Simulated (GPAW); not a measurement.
# Settings that the conductance of an Os chain with an O atom bridging one bond needs

Wanted: a convergence study of zero-bias transport through an Os chain with an O atom bridging one bond, with run times.

Calculated with GPAW 26.7.0; GPAW LCAO, PAW setups; Landauer transmission from Green's functions with principal layers (ASE), zero bias.

Most raw output is cut from this account.

**1. The structure**

The cell holds 15 atoms: 14 Os and 1 O. Cell: a = 9.000 Å, b = 9.000 Å, c = 32.120 Å, α = 90.0°, β = 90.0°, γ = 90.0°. Regions: left lead, 7 atoms (7 Os); channel, 1 atom (1 O); right lead, 7 atoms (7 Os). Vacuum lies along a and b. The structure is stacked along c, and the current runs across the ab planes.

**2. Base settings**

All settings start at ordinary values; they are then varied in turn, with meshes following the cell where its length changes.

Input file run.py:

```python
import json
import numpy as np
from ase import Atoms
from ase.transport.calculators import TransportCalculator
from gpaw import GPAW, FermiDirac
from gpaw.lcao.tools import get_lcao_hamiltonian
from scipy.linalg import eigh

# The junction with lead layers at both ends, along the third cell vector
device = Atoms(
    ['Os', 'Os', 'Os', 'Os', 'Os', 'Os', 'Os', 'O', 'Os', 'Os', 'Os', 'Os', 'Os', 'Os', 'Os'],
    positions=[
        [4.50000, 4.50000, 1.14000],
        [4.50000, 4.50000, 3.42000],
        [4.50000, 4.50000, 5.70000],
        [4.50000, 4.50000, 7.98000],
        [4.50000, 4.50000, 10.26000],
        [4.50000, 4.50000, 12.54000],
        [4.50000, 4.50000, 14.82000],
        [5.57087, 4.50000, 16.06000],
        [4.50000, 4.50000, 17.30000],
        [4.50000, 4.50000, 19.58000],
        [4.50000, 4.50000, 21.86000],
        [4.50000, 4.50000, 24.14000],
        [4.50000, 4.50000, 26.42000],
        [4.50000, 4.50000, 28.70000],
        [4.50000, 4.50000, 30.98000]],
    cell=[[9.0, 0.0, 0.0], [0.0, 9.0, 0.0], [0.0, 0.0, 32.12]],
    pbc=True)

# One principal layer of the lead: the first 5 atoms of the device
lead = Atoms(
    ['Os', 'Os', 'Os', 'Os', 'Os'],
    positions=[
        [4.50000, 4.50000, 1.14000],
        [4.50000, 4.50000, 3.42000],
        [4.50000, 4.50000, 5.70000],
        [4.50000, 4.50000, 7.98000],
        [4.50000, 4.50000, 10.26000]],
    cell=[[9.0, 0.0, 0.0], [0.0, 9.0, 0.0], [0.0, 0.0, 11.4]],
    pbc=True)

settings = dict(mode='lcao', basis='dzp', xc='PBE', h=0.18,
                occupations=FermiDirac(0.1), maxiter=250,
                mixer=dict(beta=0.1, nmaxold=8, weight=100.0),
                convergence=dict(density=0.0001))
energies = np.arange(-2, 2 + 1e-9, 0.05)
eta = 0.0001
n1, n2 = 1, 1
# k and -k transmit alike, so half of the mesh across the current serves
mesh = [(i, j) for i in range(n1) for j in range(n2) if (i, j) <= (-i % n1, -j % n2)]
weights = np.array([1 if (i, j) == (-i % n1, -j % n2) else 2 for i, j in mesh]) / (n1 * n2)

# [... helper functions left out ...]
fermi_lead = ground_state(lead, (1, 1, 10), 'lead.txt')
fermi_device = ground_state(device, (1, 1, 3), 'device.txt')
# [... loop over the mesh left out, but for ...]
        # Shift the lead onto the potential of the device's first layer
        shift = ((H[:, 0, 0] - H0[:, 0, 0]) / S0[0, 0]).real.mean()
# [...]
kT = 8.617333e-5 * 300
bias = [0.1, 0.2, 0.5, 1.0, 1.5, 2.0]
# [... integrals and printing left out ...]
```

Launch:

```
OMP_NUM_THREADS=1 OPENBLAS_NUM_THREADS=1 python run.py
```

The job ended after 2.7 min (1 thread of Arm Neoverse V2, shared host; peak memory 1.9 GiB).

This run has no spin polarisation, although Os can carry a moment.

This step gave:

```
conductance                                    : 4.380 G₀
largest coupling past the next principal layer : 1.09e-6 eV
largest misfit of the first principal layer    : 0.05549 eV
shift that aligns the lead                     : -0.003850 eV
basis functions of the junction                : 391
basis functions of a principal layer           : 135
transmission at the Fermi level (one spin)     : 4.387
```

One spin. Transmission, zone mean against energy, zero at the Fermi level:

```tsv
energy (eV)	transmission, zone mean
-2.00	1.90
-1.90	2.02
-1.80	2.13
-1.70	2.25
-1.55	2.46
-1.45	2.67
-1.35	2.89
-1.25	4.06
-1.15	4.48
-1.05	4.66
-0.90	4.74
-0.80	4.72
-0.70	4.66
-0.60	4.60
-0.50	4.57
-0.40	4.56
-0.25	4.55
-0.15	4.52
-0.05	4.44
0.00	4.39
0.05	4.32
0.15	4.14
0.25	3.88
0.40	3.24
0.50	2.60
0.60	2.50
0.70	2.40
0.80	2.29
0.90	2.18
1.05	2.00
1.15	1.87
1.25	1.68
1.35	1.37
1.45	1.25
1.55	1.17
1.70	1.09
1.80	1.05
1.90	1.03
2.00	1.01
```

Not self-consistent under bias; the bias window is split evenly. The current through one cell, from the zero-bias transmission by bias:

```tsv
bias (V)	current through one cell, from the zero-bias transmission (mA)
0.100	0.0339
0.200	0.0677
0.500	0.167
1.000	0.319
1.500	0.457
2.000	0.591
```

Couplings past the next layer reach 1.1e-6 eV, small enough to drop; the matrix elements of the cell's first layer differ from the bulk lead's by up to 0.055 eV. That layer keeps its own values in the calculation, and only beyond it is the lead taken as perfect. The Fermi levels of lead and junction count from different zeros of potential, one for each periodic cell; with both set to zero, the small remaining shift is what aligns them. Without spin-orbit coupling, which is large for these atoms, channel counts and T are those of the scalar-relativistic bands. By hand: G = 4.380 × 77.48 μS = 339 μS, a resistance of 2.95 kΩ; at 0.1 V a linear junction would pass 33.9 μA, and the integral over the bias window gives 33.9 μA.

**3. Varying the k-points along the lead: lead_nz = 2**

The lead's own mesh along the current sets its density and potential; where the lead is aligned to the junction's end layer, a rigid shift drops out.

run.py, as its differences from that of step 2:

```diff
@@ -54,3 +54,3 @@
 # [... helper functions left out ...]
-fermi_lead = ground_state(lead, (1, 1, 10), 'lead.txt')
+fermi_lead = ground_state(lead, (1, 1, 2), 'lead.txt')
 fermi_device = ground_state(device, (1, 1, 3), 'device.txt')
```

The job ended after 2.6 min (1 thread; peak memory 1.9 GiB).

This step gave:

```
conductance                                 : 4.383 G₀
largest misfit of the first principal layer : 0.2693 eV
shift that aligns the lead                  : 0.006762 eV
transmission at the Fermi level (one spin)  : 4.392
```

One spin. Table of transmission, zone mean by energy, zero at the Fermi level:

```tsv
energy (eV)	transmission, zone mean
-2.00	1.89
-1.85	2.05
-1.70	2.25
-1.60	2.38
-1.45	2.65
-1.35	2.90
-1.30	2.14
-1.15	4.56
-1.05	4.66
-0.90	4.73
-0.85	4.73
-0.75	4.71
-0.60	4.56
-0.50	4.52
-0.35	4.60
-0.20	4.55
-0.05	4.42
0.00	4.39
0.05	4.35
0.20	3.92
0.35	3.62
0.50	2.60
0.60	2.51
0.75	2.35
0.90	2.17
1.05	2.02
1.15	1.90
1.30	1.45
1.45	1.25
1.60	1.14
1.70	1.09
1.85	1.04
2.00	1.02
```

Not self-consistent under bias; the bias window is split evenly. Current through one cell, from the zero-bias transmission against bias:

```tsv
bias (V)	current through one cell, from the zero-bias transmission (mA)
0.100	0.0339
0.200	0.0677
0.500	0.167
1.000	0.319
1.500	0.456
2.000	0.590
```

The conductance equals that of the base run to 0.2 %. The first layer now differs from the lead by 0.27 eV after a shift of 0.0068 eV, a far poorer match of lead and junction than at the start, whatever the conductance shows.

**4. K-points along the lead: lead_nz = 4**

run.py, as its differences from that of step 3:

```diff
@@ -54,3 +54,3 @@
 # [... helper functions left out ...]
-fermi_lead = ground_state(lead, (1, 1, 2), 'lead.txt')
+fermi_lead = ground_state(lead, (1, 1, 4), 'lead.txt')
 fermi_device = ground_state(device, (1, 1, 3), 'device.txt')
```

The job ended after 2.6 min (1 thread; peak memory 1.9 GiB).

This step gave:

* conductance: 4.393 G₀
* largest misfit of the first principal layer: 0.1759 eV
* shift that aligns the lead: 0.05917 eV
* transmission at the Fermi level (one spin): 4.403

One spin. Table of transmission, zone mean by energy, zero at the Fermi level:

```tsv
energy (eV)	transmission, zone mean
-2.000	1.90
-1.800	2.13
-1.600	2.38
-1.400	2.80
-1.350	2.89
-1.200	4.26
-1.000	4.68
-0.800	4.73
-0.600	4.57
-0.400	4.57
-0.200	4.53
0.000	4.40
0.200	3.93
0.400	3.08
0.600	2.50
0.800	2.29
1.000	2.07
1.200	1.78
1.400	1.31
1.600	1.14
1.800	1.05
2.000	1.02
```

Not self-consistent under bias; the bias window is split evenly. The current through one cell, from the zero-bias transmission by bias:

```tsv
bias (V)	current through one cell, from the zero-bias transmission (mA)
0.100	0.0340
0.200	0.0679
0.500	0.167
1.000	0.319
1.500	0.457
2.000	0.591
```

The conductance, 4.39 G₀, lies 0.3 % above that of the base run.

**5. K-points along the lead: lead_nz = 8**

run.py, as its differences from that of step 4:

```diff
@@ -54,3 +54,3 @@
 # [... helper functions left out ...]
-fermi_lead = ground_state(lead, (1, 1, 4), 'lead.txt')
+fermi_lead = ground_state(lead, (1, 1, 8), 'lead.txt')
 fermi_device = ground_state(device, (1, 1, 3), 'device.txt')
```

The job ended after 2.7 min (1 thread; peak memory 1.9 GiB).

One spin. The transmission, zone mean by energy, zero at the Fermi level:

```tsv
energy (eV)	transmission, zone mean
-2.00	1.90
-1.85	2.08
-1.70	2.25
-1.60	2.38
-1.45	2.67
-1.30	3.48
-1.15	4.50
-1.05	4.66
-0.90	4.73
-0.75	4.70
-0.60	4.60
-0.50	4.56
-0.35	4.56
-0.20	4.54
-0.05	4.44
0.00	4.39
0.05	4.33
0.20	4.00
0.35	3.54
0.50	2.60
0.60	2.50
0.75	2.34
0.90	2.18
1.05	2.01
1.15	1.87
1.30	1.45
1.45	1.25
1.60	1.14
1.70	1.09
1.85	1.04
2.00	1.01
```

The conductance equals that of the base run to 0.2 %.

**6. Varying the k-points along the lead: lead_nz = 30**

run.py, as its differences from that of step 5:

```diff
@@ -54,3 +54,3 @@
 # [... helper functions left out ...]
-fermi_lead = ground_state(lead, (1, 1, 8), 'lead.txt')
+fermi_lead = ground_state(lead, (1, 1, 30), 'lead.txt')
 fermi_device = ground_state(device, (1, 1, 3), 'device.txt')
```

Wall time 3.1 min (1 thread); peak memory 1.9 GiB.

One spin. The transmission, zone mean by energy, zero at the Fermi level:

energy (eV), transmission, zone mean and a bar from the least value:
```
    -2.00       1.90 #######
    -1.85       2.08 #########
    -1.70       2.25 ##########
    -1.60       2.38 ###########
    -1.45       2.67 #############
    -1.30       3.22 ##################
    -1.15       4.48 ############################
    -1.05       4.66 #############################
    -0.90       4.74 ##############################
    -0.75       4.69 ##############################
    -0.60       4.60 #############################
    -0.50       4.57 #############################
    -0.35       4.55 ############################
    -0.20       4.54 ############################
    -0.05       4.44 ############################
     0.00       4.38 ###########################
     0.05       4.31 ###########################
     0.20       4.03 ########################
     0.35       3.49 ####################
     0.50       2.60 #############
     0.60       2.50 ############
     0.75       2.35 ###########
     0.90       2.18 #########
     1.05       2.00 ########
     1.15       1.87 #######
     1.30       1.45 ####
     1.45       1.26 ##
     1.60       1.14 #
     1.70       1.09 #
     1.85       1.04 
     2.00       1.01
```

The conductance equals that of the base run to 0.2 %.

**7. Convergence in the k-points along the lead**

The runs and the base run on one axis.

This step: convergence of the conductance (GPAW 26.7.0).

The conductance by k-points along the lead:

```tsv
k-points along the lead	conductance (G₀)
2.0	4.38
4.0	4.39
8.0	4.38
10.0	4.38
30.0	4.38
```

**8. K-points along the junction cell: kz = 1**

The junction cell repeats along the current in the SCF; more points there keep its states from feeling the period.

This step: GPAW LCAO, PAW setups; Landauer transmission from Green's functions with principal layers (ASE), zero bias (GPAW 26.7.0).

run.py, as its differences from that of step 6:

```diff
@@ -54,4 +54,4 @@
 # [... helper functions left out ...]
-fermi_lead = ground_state(lead, (1, 1, 30), 'lead.txt')
-fermi_device = ground_state(device, (1, 1, 3), 'device.txt')
+fermi_lead = ground_state(lead, (1, 1, 10), 'lead.txt')
+fermi_device = ground_state(device, (1, 1, 1), 'device.txt')
 # [... loop over the mesh left out, but for ...]
```

Wall time 2.3 min (1 thread); peak memory 1.9 GiB.

Numbers from this step:

* conductance: 4.350 G₀
* largest misfit of the first principal layer: 0.09014 eV
* shift that aligns the lead: -0.003779 eV
* transmission at the Fermi level (one spin): 4.359

One spin. Table of transmission, zone mean by energy, zero at the Fermi level:

energy (eV), transmission, zone mean and a bar from the least value:
```
   -2.000       1.94 #######
   -1.800       2.18 #########
   -1.600       2.44 ###########
   -1.400       2.89 ###############
   -1.200       4.36 ###########################
   -1.000       4.71 ##############################
   -0.900       4.73 ##############################
   -0.800       4.71 ##############################
   -0.600       4.59 #############################
   -0.400       4.56 #############################
   -0.200       4.51 ############################
    0.000       4.36 ###########################
    0.200       3.94 ########################
    0.400       3.09 #################
    0.600       2.52 ############
    0.800       2.32 ##########
    1.000       2.09 #########
    1.200       1.80 ######
    1.400       1.32 ##
    1.600       1.16 #
    1.800       1.06 
    2.000       1.02
```

Not self-consistent under bias; the bias window is split evenly. Table of current through one cell, from the zero-bias transmission by bias:

```tsv
bias (V)	current through one cell, from the zero-bias transmission (mA)
0.100	0.0337
0.200	0.0672
0.500	0.166
1.000	0.317
1.500	0.454
2.000	0.589
```

The conductance, 4.35 G₀, lies 0.7 % below that of the base run.

**9. Varying the k-points along the junction cell: kz = 2**

run.py, as its differences from that of step 8:

```diff
@@ -55,3 +55,3 @@
 fermi_lead = ground_state(lead, (1, 1, 10), 'lead.txt')
-fermi_device = ground_state(device, (1, 1, 1), 'device.txt')
+fermi_device = ground_state(device, (1, 1, 2), 'device.txt')
 # [... loop over the mesh left out, but for ...]
```

Run time: 3 min. Hardware: 1 thread; peak memory 1.9 GiB.

Numbers from this step:

| Item | Value |
| --- | --- |
| conductance | 4.367 G₀ |
| thermopower | 2.221 μV/K |
| largest misfit of the first principal layer | 0.06513 eV |
| shift that aligns the lead | -0.01085 eV |
| transmission at the Fermi level (one spin) | 4.374 |

One spin. The transmission, zone mean by energy, zero at the Fermi level:

```tsv
energy (eV)	transmission, zone mean
-2.00	1.92
-1.90	2.03
-1.80	2.15
-1.70	2.26
-1.55	2.48
-1.45	2.69
-1.35	2.88
-1.25	4.12
-1.15	4.50
-1.05	4.67
-0.90	4.74
-0.80	4.70
-0.70	4.64
-0.60	4.59
-0.50	4.56
-0.40	4.54
-0.25	4.54
-0.15	4.51
-0.05	4.43
0.00	4.37
0.05	4.30
0.15	4.12
0.25	3.87
0.40	3.24
0.50	2.59
0.60	2.49
0.70	2.39
0.80	2.28
0.90	2.17
1.05	1.99
1.15	1.86
1.25	1.65
1.35	1.36
1.45	1.25
1.55	1.17
1.70	1.09
1.80	1.05
1.90	1.03
2.00	1.01
```

Not self-consistent under bias; the bias window is split evenly. Table of current through one cell, from the zero-bias transmission by bias:

```tsv
bias (V)	current through one cell, from the zero-bias transmission (mA)
0.100	0.0338
0.200	0.0675
0.500	0.167
1.000	0.318
1.500	0.455
2.000	0.589
```

The conductance, 4.37 G₀, lies 0.3 % below that of the base run.

**10. Varying the k-points along the junction cell: kz = 6**

run.py, as its differences from that of step 9:

```diff
@@ -55,3 +55,3 @@
 fermi_lead = ground_state(lead, (1, 1, 10), 'lead.txt')
-fermi_device = ground_state(device, (1, 1, 2), 'device.txt')
+fermi_device = ground_state(device, (1, 1, 6), 'device.txt')
 # [... loop over the mesh left out, but for ...]
```

The job ended after 3.6 min (1 thread; peak memory 1.9 GiB).

One spin. Table of transmission, zone mean by energy, zero at the Fermi level:

```tsv
energy (eV)	transmission, zone mean
-2.000	1.90
-1.800	2.13
-1.600	2.37
-1.400	2.79
-1.200	4.31
-1.000	4.71
-0.900	4.74
-0.800	4.72
-0.600	4.61
-0.400	4.56
-0.200	4.54
0.000	4.40
0.200	4.02
0.400	3.22
0.600	2.50
0.800	2.30
1.000	2.07
1.200	1.80
1.400	1.31
1.600	1.14
1.800	1.06
2.000	1.01
```

The conductance, 4.39 G₀, lies 0.2 % above that of the base run.

**11. Convergence in the k-points along the junction cell**

This step: convergence of the conductance (GPAW 26.7.0).

Table of conductance by k-points along the junction cell:

```tsv
k-points along the junction cell	conductance (G₀)
1.00	4.35
2.00	4.37
3.00	4.38
6.00	4.39
```

**12. Periods in a principal layer**

A principal layer must be long enough that orbitals couple only to the neighbouring layers.

This step: GPAW LCAO, PAW setups; Landauer transmission from Green's functions with principal layers (ASE), zero bias (GPAW 26.7.0).

run.py, as its differences from that of step 10:

```diff
@@ -30,5 +30,5 @@
 
-# One principal layer of the lead: the first 5 atoms of the device
+# One principal layer of the lead: the first 3 atoms of the device
 lead = Atoms(
-    ['Os', 'Os', 'Os', 'Os', 'Os'],
+    ['Os', 'Os', 'Os'],
     positions=[
@@ -36,6 +36,4 @@
         [4.50000, 4.50000, 3.42000],
-        [4.50000, 4.50000, 5.70000],
-        [4.50000, 4.50000, 7.98000],
-        [4.50000, 4.50000, 10.26000]],
-    cell=[[9.0, 0.0, 0.0], [0.0, 9.0, 0.0], [0.0, 0.0, 11.4]],
+        [4.50000, 4.50000, 5.70000]],
+    cell=[[9.0, 0.0, 0.0], [0.0, 9.0, 0.0], [0.0, 0.0, 6.84]],
     pbc=True)
@@ -54,4 +52,4 @@
 # [... helper functions left out ...]
-fermi_lead = ground_state(lead, (1, 1, 10), 'lead.txt')
-fermi_device = ground_state(device, (1, 1, 6), 'device.txt')
+fermi_lead = ground_state(lead, (1, 1, 17), 'lead.txt')
+fermi_device = ground_state(device, (1, 1, 3), 'device.txt')
 # [... loop over the mesh left out, but for ...]
```

It took 2.5 min on 1 thread; peak memory 1.9 GiB.

Numbers from this step:

| Quantity | Value |
| --- | --- |
| conductance | 4.702 G₀ |
| largest coupling past the next principal layer | 0.03466 eV |
| largest misfit of the first principal layer | 0.03474 eV |
| shift that aligns the lead | -0.004060 eV |
| basis functions of a principal layer | 81 |
| transmission at the Fermi level (one spin) | 4.729 |

One spin. Table of transmission, zone mean by energy, zero at the Fermi level:

```tsv
energy (eV)	transmission, zone mean
-2.000	2.38
-1.800	2.58
-1.600	2.80
-1.400	3.22
-1.200	4.73
-1.000	5.10
-0.900	5.12
-0.800	5.09
-0.600	4.96
-0.400	4.08
-0.200	4.86
0.000	4.73
0.200	3.40
0.250	4.16
0.400	3.55
0.600	2.80
0.800	2.58
1.000	2.34
1.200	2.06
1.400	1.56
1.600	1.39
1.800	1.29
2.000	1.24
```

Not self-consistent under bias; the bias window is split evenly. Table of current through one cell, from the zero-bias transmission by bias:

```tsv
bias (V)	current through one cell, from the zero-bias transmission (mA)
0.100	0.0364
0.200	0.0724
0.500	0.175
1.000	0.330
1.500	0.480
2.000	0.627
```

The conductance, 4.70 G₀, lies 7.3 % above that of the base run. Couplings past the next layer reach 0.035 eV, too large to drop without error; the matrix elements of the cell's first layer differ from the bulk lead's by up to 0.035 eV. That layer keeps its own values in the calculation, and only beyond it is the lead taken as perfect.

[end of part 1 of 2]

[Logs are printed without paths, hosts, clocks, repeated set-up lines and the standing remarks that a program may print on its own settings, such as how far it seeks lower states.]

[Hosts, paths, dates, database ids (printed as entryN), source tags and the programs' standing remarks are cut or masked in the printed files.]
